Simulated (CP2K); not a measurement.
Consider 2-hydroxythiazole at its PBE geometry (Å).

```xyz
9

O     2.3466   -0.0351    0.3470
C     1.0000   -0.0144    0.1596
N     0.1809    0.1450    1.1572
C    -1.1212    0.1307    0.7023
C    -1.2971   -0.0404   -0.6445
S     0.2449   -0.1947   -1.4145
H     2.7943   -0.1564   -0.5086
H    -1.9310    0.2530    1.4185
H    -2.2173   -0.0877   -1.2171
```

Method: CP2K XAS_TDP, all-electron GAPW, PBEh(45%), aug-cc-pVDZ, TDA, no relativity.

Predict the bright core excitations at the C K edge.

Leading lines: C2 283.87 eV, C4 282.21 eV and C5 282.11 eV. The leading line of an atom is its first one with 35 % of the strongest within 2.5 eV of its lowest line over the strength cut. 

The first six lines of each atom with a strength over 0.0015:

| atom | energy (eV) | states | strength, one atom |
| --- | --- | --- | --- |
| C2 (bonded to N, O and S) | 283.87 | 1 | 0.0658 |
|  | 285.99 | 1 | 0.0348 |
|  | 287.32 | 1 | 0.0065 |
|  | 288.51 | 1 | 0.0021 |
|  | 289.10 | 1 | 0.0075 |
|  | 289.29 | 1 | 0.0030 |
| C4 (bonded to C, N and H) | 282.21 | 1 | 0.0528 |
|  | 284.84 | 1 | 0.0080 |
|  | 285.01 | 1 | 0.0058 |
|  | 285.31 | 1 | 0.0096 |
|  | 286.82 | 1 | 0.0041 |
|  | 286.86 | 1 | 0.0028 |
| C5 (bonded to C, S and H) | 282.11 | 1 | 0.0464 |
|  | 283.53 | 1 | 0.0326 |
|  | 284.96 | 1 | 0.0122 |
|  | 286.10 | 1 | 0.0076 |
|  | 286.47 | 1 | 0.0021 |
|  | 286.68 | 1 | 0.0028 |

Lines are vertical, at one geometry, with no vibrational structure. Without a correction of the core level, line positions, and the gaps between valence and Rydberg lines, follow the share of exact exchange. At this level such K lines come out 3 to 6 eV under measured ones. These values hold no scalar relativity, about 0.1 eV for C 1s. Rydberg lines, and the discretised continuum above threshold, depend on the basis and the box.

[Banner, clock and machine lines of the logs are left out without a mark of their own.]

[Logs are printed without paths, hosts, clocks, repeated set-up lines and the standing remarks that a program may print on its own settings, such as how far it seeks lower states.]

[Hosts, paths, dates, database ids (printed as entryN), source tags and the programs' standing remarks are cut or masked in the printed files.]
